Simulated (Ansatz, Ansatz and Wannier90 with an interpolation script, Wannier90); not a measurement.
# SrTiO3 (Tausonite): what limits a Wannier interpolation of GW

How do the Wannier model and the GW settings move the interpolated bands of SrTiO3 (Tausonite)?

Method: maximally localised Wannier functions from the overlaps of LDA states (plane waves, PAW), in Wannier90 4.0.3.

This is a report of a sequence of runs, with most program output left out.

## 1. The starting structure

It takes space group Pm-3m (No. 221, cubic). The conventional cell has a = 3.905 Å, b = 3.905 Å, c = 3.905 Å, α = 90.00°, β = 90.00°, γ = 90.00°. Nearest to Sr lie 12 O at 2.76 Å. Ti has 6 O at 1.95 Å nearest. Nearest to O lie 2 Ti at 1.95 Å and 4 Sr at 2.76 Å. Farther neighbours and most contacts between anions are not listed.

As a file:

```cif
data_structure
_symmetry_space_group_name_H-M 'Pm-3m'
_symmetry_Int_Tables_number 221
_cell_length_a 3.9053
_cell_length_b 3.9053
_cell_length_c 3.9053
_cell_angle_alpha 90.000
_cell_angle_beta 90.000
_cell_angle_gamma 90.000
_cell_volume 59.56
loop_
_atom_site_label
_atom_site_type_symbol
_atom_site_symmetry_multiplicity
_atom_site_Wyckoff_symbol
_atom_site_fract_x
_atom_site_fract_y
_atom_site_fract_z
_atom_site_occupancy
Sr1 Sr 1 b 0.50000 0.50000 0.50000 1
Ti1 Ti 1 a 0.00000 0.00000 0.00000 1
O1 O 3 d 0.50000 0.00000 0.00000 1
```

The cell and positions come from the Crystallography Open Database and are kept as given unless a step says otherwise.

## 2. Wannier model on 8×8×8, by Wannier90

Localised functions give a small Hamiltonian that interpolates between mesh points at no cost.

Input file w.win:

```
num_iter = 1200
conv_tol = 1.0e-8
conv_window = 5
dis_num_iter = 4000
dis_conv_tol = 1.0e-8
dis_mix_ratio = 0.7
write_hr = true
use_ws_distance = false
num_print_cycles = 50
! ansatz wannier90 interface
! projections by site (counted from 0) and shell: 2 2P, 3 2P, 4 2P, 1 3D
! states of the run's bands (counted from 1): 1-31
num_bands = 31
num_wann  = 14
dis_win_min = 4.73
dis_win_max = 18.57
dis_froz_min = 4.73
dis_froz_max = 13.87
guiding_centres = true

begin unit_cell_cart
Ang
                  3.90528                      0.0                      0.0
                      0.0                  3.90528                      0.0
                      0.0                      0.0                  3.90528
end unit_cell_cart

begin atoms_frac
Sr                       0.5                      0.5                      0.5
Ti                       0.0                      0.0                      0.0
O                        0.5                      0.0                      0.0
O                        0.0                      0.5                      0.0
O                        0.0                      0.0                      0.5
end atoms_frac

mp_grid = 8 8 8

[... the mesh's points ...]
```

Launch:

```
$ OMP_NUM_THREADS=1 mpirun -n 8 wannier90.x w > wannier90.x.log
```

Run time: 6 s. Hardware: 8 MPI ranks of Arm Neoverse V1, shared host; 45 s of CPU time.

Numbers from this step:

- gauge-invariant spread: 12.52 Å²
- diagonal spread: 0 Å²
- off-diagonal spread: 0.2245 Å²
- total spread: 12.74 Å²
- disentanglement steps: 131
- r.m.s. interpolation error: 1.73e-4 eV
- r.m.s. error near the gap: 1.75e-4 eV

Near the gap the model misses directly solved bands by 0.2 meV r.m.s. and by 1 meV at most in the window tested. This tests the starting bands, not the corrections carried with them.

## 3. Wannier model on 8×8×8, by the program's own minimiser

This step: maximally localised Wannier functions, LDA, plane waves, PAW.

Input file input.yaml:

```yaml
crystal:
  lattice:
    - [3.90528, 0.0, 0.0]
    - [0.0, 3.90528, 0.0]
    - [0.0, 0.0, 3.90528]
  atoms:
    - { symbol: Sr, position: [0.5, 0.5, 0.5] }
    - { symbol: Ti, position: [0.0, 0.0, 0.0] }
    - { symbol: O, position: [0.5, 0.0, 0.0] }
    - { symbol: O, position: [0.0, 0.5, 0.0] }
    - { symbol: O, position: [0.0, 0.0, 0.5] }
kpoints:
  mp_grid: { grid: [4, 4, 4] }
hamiltonian:
  xc: lda
scf:
  occupations: { method: fixed }
  n_extra_bands: 31
output:
  wannier:
    kmesh: [8, 8, 8]
    projections: [{ species: O, l: p, shell: 2 }, { species: Ti, l: d, shell: 3 }]
    minimise: true
    write_hr: true
    seedname: w
    conv_tol: 1.0e-06
    max_iter: 20000
    stability_check: false
    disentanglement:
      window: [4.73, 18.57]
      frozen_window: [4.73, 13.87]
      conv_tol: 1.0e-08
```

Launch:

```
$ ansatz run input.yaml --threads 8 --pin off --max-ram 18432MiB --backend cpu --events-out ev --progress --plain --runs-dir out
```

Elapsed: 5.2 s, on 8 threads; peak memory 0.85 GiB; 24 s of CPU time.

This step gave:

```yaml
gauge_invariant_spread: 12.52 Å²
diagonal_spread: 6.23e-23 Å²
off_diagonal_spread: 0.2245 Å²
total_spread: 12.74 Å²
least_projectability: 0.6339
localisation_steps: 37
disentanglement_steps: 125
r_m_s_interpolation_error: 1.72e-4 eV
r_m_s_error_near_the_gap: 1.74e-4 eV
```

Near the gap the model misses directly solved bands by 0.2 meV r.m.s. and by 1 meV at most in the window tested. This tests the starting bands, not the corrections carried with them.

Frozen up to 4.26 eV; above it the model need not follow the bands. The electronic bands at the labelled points (eV, zero at the valence-band top; v1 is the highest filled band, c1 the lowest empty one):

```tsv
point	v4	v3	v2	v1	c1	c2	c3	c4
Γ	-1.19	-0.35	-0.35	-0.35	1.76	1.76	1.76	4.37
halfway	-1.69	-1.65	-0.60	-0.60	1.85	2.86	2.86	4.37
X	-2.40	-2.03	-0.73	-0.73	1.94	3.75	3.75	4.37
halfway	-1.91	-1.48	-1.34	-0.65	2.92	3.75	3.86	5.12
M	-1.73	-1.58	-1.58	-0.09	3.75	3.75	4.20	5.37
halfway	-1.73	-1.37	-1.08	-0.75	2.81	2.96	3.22	4.99
Γ	-1.19	-0.35	-0.35	-0.35	1.76	1.76	1.76	4.37
halfway	-2.82	-0.94	-0.94	-0.63	3.29	3.35	3.35	6.51
R	-3.77	0.00	0.00	0.00	4.43	4.43	4.43	8.40
halfway	-2.75	-0.96	-0.82	-0.54	3.43	3.93	3.96	6.49
X	-2.40	-2.03	-0.73	-0.73	1.94	3.75	3.75	4.37
jump to R	-3.77	0.00	0.00	0.00	4.43	4.43	4.43	8.40
halfway	-3.17	-0.68	-0.68	-0.05	4.04	4.04	4.31	7.01
M	-1.73	-1.58	-1.58	-0.09	3.75	3.75	4.20	5.37
```

The same for Kohn-Sham, solved directly:

```tsv
point	v4	v3	v2	v1	c1	c2	c3	c4
Γ	-1.19	-0.35	-0.35	-0.35	1.76	1.76	1.76	4.35
X	-2.40	-2.03	-0.73	-0.73	1.94	3.75	3.75	4.37
M	-1.73	-1.58	-1.58	-0.09	3.75	3.75	4.20	5.33
Γ	-1.19	-0.35	-0.35	-0.35	1.76	1.76	1.76	4.35
R	-3.77	0.00	0.00	0.00	4.43	4.43	4.43	6.88
X	-2.40	-2.03	-0.73	-0.73	1.94	3.75	3.75	4.37
R	-3.77	0.00	0.00	0.00	4.43	4.43	4.43	6.88
M	-1.73	-1.58	-1.58	-0.09	3.75	3.75	4.20	5.33
```

## 4. Wannier model on 4×4×4, by Wannier90

This step: maximally localised Wannier functions from the overlaps of LDA states (plane waves, PAW).

Edit w.win of step 2 so:

```diff
@@ -35,3 +35,3 @@
 
-mp_grid = 8 8 8
+mp_grid = 4 4 4
```

Launch:

```
$ OMP_NUM_THREADS=1 mpirun -n 8 wannier90.x w > wannier90.x.log
```

Elapsed: 1.1 s, on 8 MPI ranks; 7.9 s of CPU time.

This step gave:

| Item | Value |
| --- | --- |
| gauge-invariant spread | 11.87 Å² |
| diagonal spread | 0 Å² |
| off-diagonal spread | 0.2275 Å² |
| total spread | 12.09 Å² |
| disentanglement steps | 42 |
| r.m.s. interpolation error | 0.002221 eV |
| r.m.s. error near the gap | 0.002593 eV |

Near the gap the model misses directly solved bands by 2.6 meV r.m.s. and by 17 meV at most in the window tested. This tests the starting bands, not the corrections carried with them.

Frozen up to 4.26 eV; above it the model need not follow the bands. The electronic bands at the labelled points (eV, zero at the valence-band top; v1 is the highest filled band, c1 the lowest empty one):

```tsv
point	v4	v3	v2	v1	c1	c2	c3	c4
Γ	-1.19	-0.35	-0.35	-0.35	1.76	1.76	1.76	4.37
halfway	-1.69	-1.65	-0.60	-0.60	1.85	2.86	2.86	4.37
X	-2.40	-2.03	-0.73	-0.73	1.94	3.75	3.75	4.37
halfway	-1.91	-1.48	-1.34	-0.65	2.92	3.75	3.86	5.13
M	-1.73	-1.58	-1.58	-0.09	3.75	3.75	4.20	5.39
halfway	-1.73	-1.37	-1.08	-0.75	2.81	2.96	3.22	5.00
Γ	-1.19	-0.35	-0.35	-0.35	1.76	1.76	1.76	4.37
halfway	-2.82	-0.94	-0.94	-0.63	3.29	3.35	3.35	6.52
R	-3.77	0.00	0.00	0.00	4.43	4.43	4.43	8.40
halfway	-2.75	-0.96	-0.82	-0.54	3.43	3.93	3.96	6.50
X	-2.40	-2.03	-0.73	-0.73	1.94	3.75	3.75	4.37
jump to R	-3.77	0.00	0.00	0.00	4.43	4.43	4.43	8.40
halfway	-3.17	-0.68	-0.68	-0.05	4.04	4.04	4.32	7.03
M	-1.73	-1.58	-1.58	-0.09	3.75	3.75	4.20	5.39
```

The same for Kohn-Sham, solved directly:

(Unchanged from step 3.)

## 5. A faulty Wannier input

Edit w.win of step 4 so:

```diff
@@ -17,3 +17,3 @@
 dis_froz_min = 4.73
-dis_froz_max = 13.87
+dis_froz_max = 18.07
 guiding_centres = true
```

It took 0.82 s on 8 MPI ranks.

The run stopped with an error after 0.82 s.

The program's words: ERROR AT K-POINT    1 THERE ARE 20 BANDS INSIDE THE INNER WINDOW AND ONLY14 TARGET BANDS dis_windows: More states in the frozen window than target WFs thus causing the job to be terminated. The first process to do so was:

The fault put into this input: a frozen window with more states than functions.

## 6. G0W0: 4×4×4 mesh, 248 empty bands, screening to 150 eV

G0W0 replaces the xc potential by the self-energy, built once from these orbitals. Only a window of levels is corrected, while the sums run over the empty bands that the input names.

This step: G0W0 on LDA, plane waves, PAW.

input.yaml, the sections that differ from step 3:

```yaml
scf:
  occupations: { method: fixed }
gw:
  n_empty_bands: 248
  ecut_chi: 150.0
  qp_bands: [v9, c3]
  screening: { model: contour_deformation }
# crystal, kpoints, hamiltonian: as in step 3
# output: removed
```

Launch:

```
$ ansatz run input.yaml --threads 8 --pin off --max-ram 18432MiB --backend cpu --events-out ev --progress --plain --runs-dir out
```

Wall time 35 s (8 threads); peak memory 1.1 GiB.

The G0W0 gap on the mesh is 3.459 eV.

## 7. G0W0: 2×2×2 mesh, 248 empty bands, screening to 150 eV

Edit input.yaml of step 6 so:

```diff
@@ -12,3 +12,3 @@
 kpoints:
-  mp_grid: { grid: [4, 4, 4] }
+  mp_grid: { grid: [2, 2, 2] }
 hamiltonian:
```

Wall time 4.6 s (8 threads); peak memory 0.69 GiB.

The G0W0 gap on the mesh is 2.762 eV.

## 8. G0W0: 4×4×4 mesh, 115 empty bands, screening to 90 eV

Edit input.yaml of step 7 so:

```diff
@@ -12,3 +12,3 @@
 kpoints:
-  mp_grid: { grid: [2, 2, 2] }
+  mp_grid: { grid: [4, 4, 4] }
 hamiltonian:
@@ -18,4 +18,4 @@
 gw:
-  n_empty_bands: 248
-  ecut_chi: 150.0
+  n_empty_bands: 115
+  ecut_chi: 90
   qp_bands: [v9, c3]
```

Wall time 9.6 s (8 threads); peak memory 0.57 GiB; 62 s of CPU time.

The G0W0 gap on the mesh is 3.439 eV.

## 9. G0W0: 4×4×4 mesh, 248 empty bands, screening to 150 eV, plasmon pole

Edit input.yaml of step 8 so:

```diff
@@ -18,5 +18,5 @@
 gw:
-  n_empty_bands: 115
-  ecut_chi: 90
+  n_empty_bands: 248
+  ecut_chi: 150.0
   qp_bands: [v9, c3]
-  screening: { model: contour_deformation }
+  screening: { model: godby_needs }
```

It took 53 s on 8 threads; peak memory 1.1 GiB; 6.6 min of CPU time.

The G0W0 gap on the mesh is 3.476 eV.

## 10. Interpolated results

Times are wall times on 8 threads of Arm Neoverse V1, shared host, good to a factor of about two.

```tsv
GW mesh	empty bands	cutoff (eV)	frequency	gap on mesh (eV)	gap over zone (eV)	direct gap (eV)	valence width (eV)	GW time
4×4×4	248	150	contour deformation	3.459	3.458	3.806	4.808	35 s
2×2×2	248	150	contour deformation	2.762	3.121	3.537	4.788	4.6 s
4×4×4	115	90	contour deformation	3.439	3.439	3.771	4.898	9.6 s
4×4×4	248	150	plasmon pole	3.476	3.476	3.818	5.104	53 s
```

## 11. What came out

```yaml
4x4x4_mesh_248_empty_bands_screening_to_150_ev: 3.46 eV
2x2x2_mesh_248_empty_bands_screening_to_150_ev: 3.12 eV
4x4x4_mesh_115_empty_bands_screening_to_90_ev: 3.44 eV
4x4x4_mesh_248_empty_bands_screening_to_150_ev_plasmon_pole: 3.48 eV
```

**Reading.** The largest change, −0.34 eV in the gap over the zone, comes with 2×2×2 mesh, 248 empty bands, screening to 150 eV. The first run is a reference, not a converged one, and where a row moves several settings no single cause can be named. Rows on another GW mesh add that mesh's corrections to the bands of the one model. The program's own minimiser ends at the same spread as the first model, 12.7 Å², from the same trial orbitals; this need not be the lowest minimum. Coarser Wannier mesh (4×4×4): the miss near the gap goes from under 1 (the model on 8×8×8) to 3 meV and the total spread from 12.7 to 12.1 Å². With 2×2×2 mesh, 248 empty bands, screening to 150 eV the gap over the zone moves by −0.34 eV and that on the mesh by −0.70 eV. With 4×4×4 mesh, 115 empty bands, screening to 90 eV the gap over the zone moves by −0.02 eV and that on the mesh by −0.02 eV. With 4×4×4 mesh, 248 empty bands, screening to 150 eV, plasmon pole the gap over the zone moves by +0.02 eV and that on the mesh by +0.02 eV. Gaps over the zone and on the mesh differ where an edge lies off the mesh, or where a GW run starts from another density: the starting gap over the zone is 1.763 eV, on the GW meshes it is 1.763 eV and 1.397 eV. The 4×4×4 mesh is coarse for this cell (its supercell is 16 Å along the shortest edge). The RPA ε∞ on it, from the LDA start, is 6.82; such meshes misread the long-range screening, most where the gap is narrow. This is the ideal cubic cell; many perovskites, halides above all, are cubic only on average, and local tilts or off-centring can widen the gap. The many-body steps are scalar-relativistic: spin-orbit coupling is not in them.

[Paths, hosts, dates, memory and timing lines, banners, echoed tables and standing remarks are left out of the program output.]

[Logs are printed without paths, hosts, clocks, repeated set-up lines and the standing remarks that a program may print on its own settings, such as how far it seeks lower states.]

[Runs of the session that timed out or met a known fault of the program may be left out.]

[Hosts, paths, dates, database ids (printed as entryN), source tags and the programs' standing remarks are cut or masked in the printed files.]
